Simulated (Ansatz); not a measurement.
In doubt: masses and optical values from hybrid runs of this build are listed as unsure, which bears on the screening that GW takes from such a start.

Rows from a G0W0 calculation on H6PbCNCl3 (Pm) (Ansatz 0.2.0; G0W0 on HSE06, plane waves, PAW; 2×2×2 mesh, 414 empty bands, screening to 96 eV), in eV. Spin-orbit coupling is left out.

```
row      Σx     Σc     Vxc     Z
  A  -20.55   1.53  -18.51  0.80
  B   -7.45  -3.32  -11.26  0.82
  C   -7.25  -3.33  -11.07  0.82
  D  -20.74   2.85  -17.27  0.77
  E   -7.31  -3.32  -11.13  0.82
  F  -20.73   2.85  -17.26  0.77
```

**Question.** Which rows are filled states and which are empty ones, and how can one tell?

Filled: A, D and F. Empty: B, C and E. The sign of Σc tells: for a filled state bare exchange, which holds its interaction with itself, lies below Vxc (Σx − Vxc is -2.0 eV or lower here) and screening gives part back as a positive Σc. For an empty state Σx lies above Vxc (+3.8 eV or more) and the Coulomb hole leaves Σc negative.

[Paths, hosts, dates, memory and timing lines, banners, echoed tables and standing remarks are left out of the program output.]

[Logs are printed without paths, hosts, clocks, repeated set-up lines and the standing remarks that a program may print on its own settings, such as how far it seeks lower states.]

[Runs of the session that timed out or met a known fault of the program may be left out.]

[Cells called generated may have been cut or substituted from an entry of the Crystallography Open Database or the Materials Project.]

[Hosts, paths, dates, database ids (printed as entryN), source tags and the programs' standing remarks are cut or masked in the printed files.]
